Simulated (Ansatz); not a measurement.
# W2CO2 MXene monolayer in a perpendicular field, part 2 of 3

Wanted: the out-of-plane response of the W2CO2 MXene monolayer. A positive field points along +c.

Ansatz 0.2.0; plane-wave DFT, PBE-D3(BJ), Ansatz PAW (the session's first sound run).

So far. Step 2 (Relaxation): The lattice constant a goes from 3.125 to 3.096 Å.

### 3. Single point, field 0

A sawtooth potential applies the field, turning back in the middle of the vacuum. With the dipole correction the typed value is the field outside the slab. The induced dipole is small, so the SCF threshold is tight.

The cell differs from the one that the last finished run ended in (c 33.169 → 22.489 Å).

The input, input.yaml:

```yaml
crystal:
  lattice:
    - [3.0962068269, 0.0, 0.0]
    - [-1.5481034134, 2.6813937674, 0.0]
    - [0.0, 0.0, 22.4889002962]
  atoms:
    - { symbol: O, position: [0.3333333333, 0.6666666667, 0.4001974255] }
    - { symbol: W, position: [0.6666666667, 0.3333333333, 0.4508538594] }
    - { symbol: C, position: [0.0, 0.0, 0.5] }
    - { symbol: W, position: [0.3333333333, 0.6666666667, 0.5491461406] }
    - { symbol: O, position: [0.6666666667, 0.3333333333, 0.5998025745] }
kpoints:
  mp_grid: { grid: [18, 18, 1] }
  band_path:
    path: [[0, 0, 0], [0.5, 0, 0], [0.33333333, 0.33333333, 0], [0, 0, 0]]
    npoints: 16
hamiltonian:
  xc: pbe
  dispersion: d3bj
scf:
  occupations: { method: fermi_dirac, width: 0.05 }
  convergence: { dr2_threshold: 1.0e-10 }
efield:
  axis: 3
  dipole_correction: true
  ramp_position: 0.97
  ramp_width: 0.06
  amplitude: 0
output:
  dos: { projected: true, e_range: [-6, 5] }
  bader: true
  write_potential: true
  write_density: true
  volumetric_format: npy
  elf: true
```

Run with:

```bash
$ ansatz run input.yaml --threads 4 --pin off --max-ram 6144MiB --backend cpu --events-out ev --progress --plain --runs-dir out
```

Numbers of over 12 decimals in the logs are rounded to 6 here.

What it wrote:

```text
[...]
Crystal: 5 atoms, lattice volume = 186.706 Å³
Basis set: ecut = 420 eV, 3615 PW (Γ)
Bands: 27, of which v1, the nominal top of the filled ones, is band 22 counted from 1 (21 counted from 0)
Symmetry: 6 space group operations
k-points: 37 of 324 (time reversal used)
[...]
SCF iter   1: F=—  HF=-22155.965581 eV  |F-HF|=—  |Δ(HF+E_count)|=         —  Δρ=6.08e-3  dr2=6.86e-2  ethr=1.77e-3  p=-0.000 e·Å  D=-3.01e-15 V/Å  ΔV_dip=0.00 eV  dr2_dipole=2.02e-9  V_vac-E_F(+/−)=6.15/6.15 eV  ⟨swp⟩=10.4  Hψ=6227  notcnv=0
efield: sawtooth ramp at fractional position 0.9700 (set: `efield.ramp_position`, or a place that a band, a saddle search or an elastic batch's reference lends), width 0.0600; the density the first Hamiltonian is built on has a dipole p = -0.000 e·Å; the dipole correction subtracts the counter field D = -3.01e-15 V/Å, which shifts the + side's vacuum level by +0.00 eV against the − side's; the planar-averaged density in the ramp window peaks in size at 3.3e-6 e/Å³
[...]
SCF iter   2: F=—  HF=-22155.965731 eV  |F-HF|=—  |Δ(HF+E_count)|=   1.50e-4  Δρ=4.01e-3  dr2=2.88e-2  ethr=1.56e-4  p=-0.000 e·Å  D=-2.21e-5 V/Å  ΔV_dip=0.00 eV  dr2_dipole=6.86e-9  V_vac-E_F(+/−)=5.79/5.79 eV  ⟨swp⟩=4.0  Hψ=2923  notcnv=0
[...]
SCF iter   9: F=-22155.958973 eV  HF=-22155.958973 eV  |F-HF|=4.37e-11  |Δ(HF+E_count)|=  9.17e-10  Δρ=1.70e-7  dr2=5.29e-11  ethr=1.00e-12  p=0.000 e·Å  D=2.42e-8 V/Å  ΔV_dip=-0.00 eV  dr2_dipole=8.52e-14  V_vac-E_F(+/−)=5.86/5.86 eV  ⟨swp⟩=5.0  Hψ=3294  notcnv=0
SCF 1 converged in 9 iterations: F = -22155.958973 eV  dr2 = 5.29e-11
[...]
NSCF: frozen V_eff on 49 k-points
efield: sawtooth ramp at fractional position 0.9700 (kept from the solve that this one continues, or follows in the run), width 0.0600; the density the first Hamiltonian is built on has a dipole p = 0.000 e·Å; the dipole correction subtracts the counter field D = 2.42e-8 V/Å, which shifts the + side's vacuum level by -0.00 eV against the − side's; the planar-averaged density in the ramp window peaks in size at 4.8e-6 e/Å³
WARN: The output density's exchange-correlation potential varies sharply where the density is thin. Do not read a vacuum level from v_tot or v_xc, or from such a field of the output density. On a cell that repeats whose density bears no net charge and no dipole along the vacuum's axis use v_es (v_loc + v_h of the components); under efield.dipole_correction with no amplitude use v_es + v_field, which holds any externa [...]
SCF converged after 9 iterations
Free energy (F): -22155.958973 eV
[...]
Internal energy: -22155.946197 eV  (E = F + TS)
E sigma→0 (E₀):  -22155.952585 eV
Entropy (-TS):   -0.012776 eV (-2.555 meV/atom)
Fermi energy:    0.821283 eV
Dipole field:    D = -0.000000 V/Å  (p = -0.000000 e·Å, saw-weighted, corrected)
Work function:   Φ+ = 5.8622 eV   Φ− = 5.8622 eV
Levels:          The Fermi level and band energies are counted from a zero that moves with the ramp; work functions are not
[...]
--- Band table (eV; the first three rows and the last of 37) ---
  k-point 0: bands = [... 18 lower, -2.0294, -2.0294, -1.7686, -1.7686, -0.0001, 1.5031, 1.5031, 2.2752, ... 1 higher]
  k-point 1: bands = [... 18 lower, -2.4414, -2.0723, -1.4664, -1.3524, 0.0348, 1.5507, 1.5525, 2.3429, ... 1 higher]
  k-point 2: bands = [... 18 lower, -2.9004, -1.9973, -1.3738, -0.8763, 0.2134, 1.6603, 1.7162, 2.5419, ... 1 higher]
  k-point 36: bands = [... 18 lower, -3.7808, -3.7808, 0.1216, 0.2228, 0.2228, 2.6773, 2.6773, 3.3686, ... 1 higher]
--- Bader charges: 5 sites ---
  site symbol  charge [e]  shift [e]
     0      O     -1.1102     0.0007
     1      W      1.9811     0.0026
     2      C     -1.7420     0.0039
     3      W      1.9812     0.0026
     4      O     -1.1101     0.0007
  estimated error of the sums over rays = 5.3e-4 e
```

The job ended after 25 s (4 threads of Arm Neoverse V1, shared host; peak memory 0.57 GiB).

Numbers from this step:

| Quantity | Value |
| --- | --- |
| energy at zero smearing | -22155.9526 eV |
| work function, upper face | 5.862 eV |
| dipole along the normal | -3.94e-7 e·Å |

Running mean over a fixed 2.7 Å (it still follows the layers) of the planar mean; the ramp of the sawtooth is left out. Electron's electrostatic potential energy less the Fermi level against z:

z (Å), electron's electrostatic potential energy less the Fermi level (eV) and a bar from the least value:
```
      3.0        5.9 ##############################
      3.5        5.9 ##############################
      4.0        5.9 ##############################
      4.5        5.9 ##############################
      5.0        5.9 ##############################
      5.5        5.9 ##############################
      6.0        5.9 ##############################
      6.5        5.8 ##############################
      7.0        5.6 ##############################
      7.5        4.4 ############################
      8.0        1.8 ########################
      8.5       -2.0 ###################
      9.0       -6.8 #############
      9.5      -10.8 #######
     10.0      -13.7 ####
     10.5      -15.1 ##
     11.0      -16.4 
     11.5      -16.4 
     12.0      -15.1 ##
     12.5      -13.6 ####
     13.0      -10.8 ########
     13.5       -6.6 #############
     14.0       -1.9 ####################
     14.5        1.8 #########################
     15.0        4.4 ############################
     15.5        5.6 ##############################
     16.0        5.8 ##############################
     16.5        5.9 ##############################
     17.0        5.9 ##############################
     17.5        5.9 ##############################
     18.0        5.9 ##############################
     18.5        5.9 ##############################
     19.0        5.9 ##############################
     19.5        5.9 ##############################
```

The density of states has structure finer than the step of the table below, so its rows give means over 0.25 eV, whole bins alone (the curve runs from -6 to 1.64 eV). Peaks (eV: height): -5.610: 8.31, -5.340: 10.1, -5.200: 5.81, -5.060: 6.91, -4.980: 9.02, -4.920: 9.11, -3.460: 7.14.

The density of states by energy, zero at the Fermi level; means over each step:

energy (eV), density of states (states/eV a cell) and a bar from the least value:
```
    -5.75        3.7 ################
    -5.50        2.9 ############
    -5.25        5.6 ###########################
    -5.00        6.2 ##############################
    -4.75        3.5 ###############
    -4.50        3.2 #############
    -4.25        3.8 #################
    -4.00        2.2 ########
    -3.75        1.7 #####
    -3.50        3.4 ###############
    -3.25        0.9 #
    -3.00        0.7 
    -2.75        1.3 ###
    -2.50        1.4 ###
    -2.25        2.4 #########
    -2.00        1.6 ####
    -1.75        1.1 ##
    -1.50        1.0 ##
    -1.25        1.1 ##
    -1.00        1.1 ##
    -0.75        1.6 #####
    -0.50        1.6 #####
    -0.25        1.4 ####
     0.00        1.5 ####
     0.25        1.5 ####
     0.50        2.0 #######
     0.75        3.9 ##################
     1.00        2.8 ############
     1.25        1.7 #####
     1.50        2.1 #######
```

Projected DOS per atom over height of the atomic layer and energy from the Fermi level. Layers: O W C W O from below.

Ten even steps from '0' (0.05 states/eV) to '9' (1.87 states/eV), each cell a mean:
```
04140
05050
08080
04040
02020
02020
02020
01010
01010
01010
12021
12021
10001
10001
40204
20102
41114
52225
72127
93039
62026
42124
```
Columns: height of the atomic layer (Å) from 9 to 13.5; rows upwards: energy from the Fermi level (eV) from -5.96 to 1.6.

The electronic bands at the labelled points (eV, zero at the Fermi level):

| point | band 19 | band 20 | band 21 | band 22 | band 23 | band 24 | band 25 | band 26 |
| --- | --- | --- | --- | --- | --- | --- | --- | --- |
| Γ | -2.85 | -2.85 | -2.59 | -2.59 | -0.82 | 0.68 | 0.68 | 1.45 |
| halfway | -4.25 | -3.37 | -2.48 | -0.75 | 0.26 | 1.03 | 1.72 | 2.03 |
| M | -3.80 | -3.36 | -2.78 | 0.58 | 0.63 | 1.70 | 1.72 | 1.77 |
| halfway | -4.72 | -3.71 | -1.89 | 0.13 | 0.23 | 1.78 | 1.83 | 2.14 |
| K | -4.60 | -4.60 | -0.70 | -0.60 | -0.60 | 1.86 | 1.86 | 2.55 |
| halfway | -4.24 | -3.57 | -1.89 | -1.22 | 0.83 | 1.28 | 1.73 | 2.02 |
| Γ | -2.85 | -2.85 | -2.59 | -2.59 | -0.82 | 0.68 | 0.68 | 1.45 |

ELF in the ca plane at fractional y = 0.333, with atoms of W and O within 0.2 Å of it. It is the smooth field of the valence electrons, not physical close to the nuclei.

Values, 5 rows by 16 columns, each cell a mean:
```
0.00 0.00 0.00 0.00 0.00 0.05 0.19 0.54 0.36 0.24 0.52 0.73 0.24 0.01 0.00 0.00
0.00 0.00 0.00 0.00 0.00 0.02 0.23 0.43 0.45 0.19 0.60 0.74 0.38 0.02 0.00 0.00
0.00 0.00 0.00 0.00 0.00 0.06 0.20 0.54 0.37 0.24 0.52 0.73 0.24 0.01 0.00 0.00
0.00 0.00 0.00 0.00 0.01 0.23 0.49 0.23 0.49 0.31 0.22 0.20 0.03 0.00 0.00 0.00
0.00 0.00 0.00 0.00 0.01 0.23 0.50 0.22 0.50 0.31 0.21 0.18 0.03 0.00 0.00 0.00
```
Columns run along c (16.0 Å, from fractional 0.12 to 0.83 of the cell), rows up along a (3.1 Å). Atoms in or near the plane, at fractional coordinates: W at (0.45, 0.67), O at (0.60, 0.67).

Electrostatic potential energy in the ca plane at fractional y = 0.333, with atoms of W and O within 0.2 Å of it. With pseudopotentials it is smooth inside the atoms' cores, unlike the true potential.

Values in eV, 5 rows by 16 columns, each cell a mean:
```
  7   7   7   7   7   7   6  -2 -36 -21  -3  -9  -7   7   7   7
  7   7   7   7   7   7   6  -7 -47 -33  -1 -21 -28   6   7   7
  7   7   7   7   7   7   6  -2 -36 -21  -3 -10  -8   7   7   7
  7   7   7   7   7   7   6   2  -6  -5 -13 -11   3   6   7   7
  7   7   7   7   7   7   6   2  -5  -4 -13 -10   3   6   7   7
```
Columns run along c (16.0 Å, from fractional 0.07 to 0.78 of the cell; values clipped at the 3rd and 97th percentile), rows up along a (3.1 Å). Atoms in or near the plane, at fractional coordinates: W at (0.45, 0.67), O at (0.60, 0.67).

Valence density in the ca plane at fractional y = 0.333, with atoms of W and O within 0.2 Å of it. It is the smooth field of the valence electrons, not physical close to the nuclei.

Values in e/Å³, 5 rows by 16 columns, each cell a mean:
```
0.0 0.0 0.0 0.0 0.0 0.0 0.0 0.2 2.4 1.3 0.3 1.0 1.2 0.0 0.0 0.0
0.0 0.0 0.0 0.0 0.0 0.0 0.0 0.3 4.3 2.5 0.2 2.4 3.7 0.1 0.0 0.0
0.0 0.0 0.0 0.0 0.0 0.0 0.0 0.2 2.5 1.3 0.3 1.0 1.3 0.0 0.0 0.0
0.0 0.0 0.0 0.0 0.0 0.0 0.0 0.3 0.4 0.5 0.7 0.5 0.1 0.0 0.0 0.0
0.0 0.0 0.0 0.0 0.0 0.0 0.0 0.3 0.4 0.5 0.7 0.5 0.1 0.0 0.0 0.0
```
Columns run along c (16.0 Å, from fractional 0.07 to 0.78 of the cell), rows up along a (3.1 Å). Atoms in or near the plane, at fractional coordinates: W at (0.45, 0.67), O at (0.60, 0.67).

The work function of the upper face is 5.86 eV.

### 4. Atoms held, field 0.03 V/Å

Changes to input.yaml since step 3:

```diff
@@ -27,6 +27,4 @@
   ramp_width: 0.06
-  amplitude: 0
+  amplitude: 0.03
 output:
-  dos: { projected: true, e_range: [-6, 5] }
-  bader: true
   write_potential: true
@@ -34,2 +32 @@
   volumetric_format: npy
-  elf: true
```

What it wrote:

```text
[...]
Crystal: 5 atoms, lattice volume = 186.706 Å³
Basis set: ecut = 420 eV, 3615 PW (Γ)
Bands: 27, of which v1, the nominal top of the filled ones, is band 22 counted from 1 (21 counted from 0)
Symmetry: 6 space group operations
k-points: 37 of 324 (time reversal used)
[...]
k-point 0: bands = [... 18 lower, -2.0295, -2.0295, -1.7687, -1.7687, -0.0001, 1.5031, 1.5031, 2.2752, ... 1 higher]
  k-point 1: bands = [... 18 lower, -2.4414, -2.0723, -1.4664, -1.3524, 0.0348, 1.5507, 1.5525, 2.3428, ... 1 higher]
  k-point 2: bands = [... 18 lower, -2.9004, -1.9973, -1.3738, -0.8764, 0.2134, 1.6603, 1.7161, 2.5419, ... 1 higher]
  k-point 36: bands = [... 18 lower, -3.7812, -3.7804, 0.1216, 0.2228, 0.2228, 2.6768, 2.6778, 3.3686, ... 1 higher]
[key lines of the parts left out:]
SCF converged after 11 iterations
Free energy (F): -22155.959085 eV
Fermi energy:    0.821259 eV
Dipole field:    D = 0.007278 V/Å  (p = 0.007509 e·Å, saw-weighted, corrected)
```

It took 11 s on 4 threads; peak memory 0.55 GiB.

The dipole is 0.00751 e·Å.

### 5. Single point, field -0.03 V/Å

Changes to input.yaml since step 4:

```diff
@@ -27,3 +27,3 @@
   ramp_width: 0.06
-  amplitude: 0.03
+  amplitude: -0.03
 output:
```

What it wrote:

```text
[...]
Crystal: 5 atoms, lattice volume = 186.706 Å³
Basis set: ecut = 420 eV, 3615 PW (Γ)
Bands: 27, of which v1, the nominal top of the filled ones, is band 22 counted from 1 (21 counted from 0)
Symmetry: 6 space group operations
k-points: 37 of 324 (time reversal used)
[...]
k-point 0: bands = [... 18 lower, -2.0295, -2.0295, -1.7687, -1.7687, -0.0001, 1.5031, 1.5031, 2.2752, ... 1 higher]
  k-point 1: bands = [... 18 lower, -2.4414, -2.0723, -1.4664, -1.3524, 0.0348, 1.5507, 1.5525, 2.3428, ... 1 higher]
  k-point 2: bands = [... 18 lower, -2.9004, -1.9973, -1.3738, -0.8764, 0.2134, 1.6603, 1.7161, 2.5419, ... 1 higher]
  k-point 36: bands = [... 18 lower, -3.7812, -3.7804, 0.1216, 0.2228, 0.2228, 2.6768, 2.6778, 3.3686, ... 1 higher]
[key lines of the parts left out:]
SCF converged after 11 iterations
Free energy (F): -22155.959085 eV
Fermi energy:    0.821259 eV
Dipole field:    D = -0.007278 V/Å  (p = -0.007510 e·Å, saw-weighted, corrected)
```

The job ended after 10 s (4 threads; peak memory 0.55 GiB; 41 s of CPU time).

The dipole is -0.00751 e·Å.

### 6. Single point, field 0.15 V/Å

Changes to input.yaml since step 5:

```diff
@@ -27,3 +27,3 @@
   ramp_width: 0.06
-  amplitude: -0.03
+  amplitude: 0.15
 output:
```

What it wrote:

```text
[...]
Crystal: 5 atoms, lattice volume = 186.706 Å³
Basis set: ecut = 420 eV, 3615 PW (Γ)
Bands: 27, of which v1, the nominal top of the filled ones, is band 22 counted from 1 (21 counted from 0)
Symmetry: 6 space group operations
k-points: 37 of 324 (time reversal used)
[...]
k-point 0: bands = [... 18 lower, -2.0300, -2.0300, -1.7691, -1.7691, -0.0006, 1.5026, 1.5026, 2.2747, ... 1 higher]
  k-point 1: bands = [... 18 lower, -2.4419, -2.0727, -1.4669, -1.3529, 0.0343, 1.5502, 1.5520, 2.3423, ... 1 higher]
  k-point 2: bands = [... 18 lower, -2.9009, -1.9978, -1.3742, -0.8769, 0.2129, 1.6598, 1.7156, 2.5413, ... 1 higher]
  k-point 36: bands = [... 18 lower, -3.7824, -3.7783, 0.1211, 0.2223, 0.2224, 2.6743, 2.6792, 3.3681, ... 1 higher]
[key lines of the parts left out:]
SCF converged after 11 iterations
Free energy (F): -22155.961789 eV
Fermi energy:    0.820741 eV
Dipole field:    D = 0.036393 V/Å  (p = 0.037550 e·Å, saw-weighted, corrected)
```

Elapsed: 11 s, on 4 threads; peak memory 0.54 GiB.

The dipole is 0.0376 e·Å.

### 7. Single point, field 0.25 V/Å

Changes to input.yaml since step 6:

```diff
@@ -27,3 +27,3 @@
   ramp_width: 0.06
-  amplitude: 0.15
+  amplitude: 0.25
 output:
```

What it wrote:

```text
[...]
Crystal: 5 atoms, lattice volume = 186.706 Å³
Basis set: ecut = 420 eV, 3615 PW (Γ)
Bands: 27, of which v1, the nominal top of the filled ones, is band 22 counted from 1 (21 counted from 0)
Symmetry: 6 space group operations
k-points: 37 of 324 (time reversal used)
[...]
k-point 0: bands = [... 18 lower, -2.0309, -2.0309, -1.7699, -1.7699, -0.0015, 1.5017, 1.5017, 2.2737, ... 1 higher]
  k-point 1: bands = [... 18 lower, -2.4428, -2.0735, -1.4678, -1.3538, 0.0334, 1.5493, 1.5511, 2.3413, ... 1 higher]
  k-point 2: bands = [... 18 lower, -2.9017, -1.9986, -1.3750, -0.8778, 0.2120, 1.6588, 1.7147, 2.5402, ... 1 higher]
  k-point 36: bands = [... 18 lower, -3.7830, -3.7761, 0.1202, 0.2213, 0.2215, 2.6718, 2.6800, 3.3671, ... 1 higher]
[key lines of the parts left out:]
SCF converged after 11 iterations
Free energy (F): -22155.966796 eV
Fermi energy:    0.819780 eV
Dipole field:    D = 0.060659 V/Å  (p = 0.062589 e·Å, saw-weighted, corrected)
```

Run time: 10 s. Hardware: 4 threads; peak memory 0.55 GiB.

The dipole is 0.0626 e·Å.

### 8. Atoms held, field -0.25 V/Å

Changes to input.yaml since step 7:

```diff
@@ -27,4 +27,6 @@
   ramp_width: 0.06
-  amplitude: 0.25
+  amplitude: -0.25
 output:
+  dos: { projected: true, e_range: [-6, 5] }
+  bader: true
   write_potential: true
@@ -32 +34,2 @@
   volumetric_format: npy
+  elf: true
```

What it wrote:

```text
[...]
Crystal: 5 atoms, lattice volume = 186.706 Å³
Basis set: ecut = 420 eV, 3615 PW (Γ)
Bands: 27, of which v1, the nominal top of the filled ones, is band 22 counted from 1 (21 counted from 0)
Symmetry: 6 space group operations
k-points: 37 of 324 (time reversal used)
[...]
k-point 36: bands = [... 18 lower, -3.7830, -3.7761, 0.1202, 0.2213, 0.2215, 2.6718, 2.6800, 3.3671, ... 1 higher]
--- Bader charges: 5 sites ---
  site symbol  charge [e]  shift [e]
     0      O     -1.1022     0.0007
     1      W      1.9855     0.0026
     2      C     -1.7420     0.0039
     3      W      1.9767     0.0026
     4      O     -1.1181     0.0007
  estimated error of the sums over rays = 5.7e-4 e
[key lines of the parts left out:]
SCF converged after 11 iterations
Free energy (F): -22155.966796 eV
Fermi energy:    0.819780 eV
Dipole field:    D = -0.060659 V/Å  (p = -0.062588 e·Å, saw-weighted, corrected)
```

Run time: 26 s. Hardware: 4 threads; peak memory 0.56 GiB; 1.7 min of CPU time.

The dipole is -0.0626 e·Å.

### 9. Response, atoms held

This step: plane-wave DFT, PBE-D3(BJ), Ansatz PAW; response to a field along the normal, atoms held (Ansatz 0.2.0).

The dipoles give the slope, and the difference of two potentials shows where the field is screened.

Numbers from this step:

* equivalent conductor thickness p/(ε₀AE): 5.456 Å
* distance between the outer atoms: 4.489 Å

Dipole of the cell against applied field:

| applied field (V/Å) | dipole of the cell (e·Å) |
| --- | --- |
| -0.250 | -0.0626 |
| -0.030 | -0.00751 |
| 0.000 | -3.9e-7 |
| 0.030 | 0.00751 |
| 0.150 | 0.0376 |
| 0.250 | 0.0626 |

Local field over the applied field, running mean. From the potentials at -0.03 and 0.03 V/Å; running mean over 2.5 Å. Local field over applied field against z:

| z (Å) | local field over applied field |
| --- | --- |
| 4.5 | 1.000 |
| 5.0 | 0.999 |
| 5.5 | 0.998 |
| 6.0 | 0.993 |
| 6.5 | 0.976 |
| 7.0 | 0.927 |
| 7.5 | 0.822 |
| 8.0 | 0.673 |
| 8.5 | 0.498 |
| 9.0 | 0.328 |
| 9.5 | 0.182 |
| 10.0 | 0.0851 |
| 10.5 | 0.0339 |
| 11.0 | 0.0187 |
| 11.5 | 0.0188 |
| 12.0 | 0.0346 |
| 12.5 | 0.0866 |
| 13.0 | 0.184 |
| 13.5 | 0.331 |
| 14.0 | 0.502 |
| 14.5 | 0.676 |
| 15.0 | 0.825 |
| 15.5 | 0.929 |
| 16.0 | 0.977 |
| 16.5 | 0.993 |
| 17.0 | 0.998 |
| 17.5 | 0.999 |
| 18.0 | 1.000 |

Electrons, planar mean, per unit field. Induced electron density against z:

| z (Å) | induced electron density (e/Å³ per V/Å) |
| --- | --- |
| 4.5 | 5.6e-7 |
| 5.0 | 2.0e-6 |
| 5.5 | 7.3e-6 |
| 6.0 | 2.7e-5 |
| 6.5 | 9.6e-5 |
| 7.0 | 3.2e-4 |
| 7.5 | 0.00101 |
| 8.0 | 0.00260 |
| 8.5 | 0.00345 |
| 9.0 | 0.00182 |
| 9.5 | 7.7e-4 |
| 10.0 | 4.6e-4 |
| 10.5 | 2.9e-4 |
| 11.0 | 4.1e-4 |
| 11.5 | -4.3e-4 |
| 12.0 | -3.0e-4 |
| 12.5 | -4.3e-4 |
| 13.0 | -8.4e-4 |
| 13.5 | -0.00180 |
| 14.0 | -0.00349 |
| 14.5 | -0.00256 |
| 15.0 | -9.8e-4 |
| 15.5 | -3.2e-4 |
| 16.0 | -9.3e-5 |
| 16.5 | -2.6e-5 |
| 17.0 | -7.0e-6 |
| 17.5 | -1.9e-6 |
| 18.0 | -5.5e-7 |

By hand: between -0.03 and 0.03 V/Å the dipole changes by 0.01502 e·Å, a slope of 0.2503 e·Å²/V. A perfect conductor of thickness t has p = ε₀AEt, so t = 180.95 × 0.2503 / 8.302 = 5.46 Å (e/ε₀ = 180.95 V·Å, A in Å²).

The induced dipole is that of a conductor 5.46 Å thick.

[end of part 2 of 3]

[Logs are printed without paths, hosts, clocks, repeated set-up lines and the standing remarks that a program may print on its own settings, such as how far it seeks lower states.]

[Hosts, paths, dates, database ids (printed as entryN), source tags and the programs' standing remarks are cut or masked in the printed files.]

[Maps of the electrostatic potential energy from Ansatz leave out the sawtooth potential of an applied field or a dipole correction, so their vacuum need not be flat; planar profiles and work functions include it.]
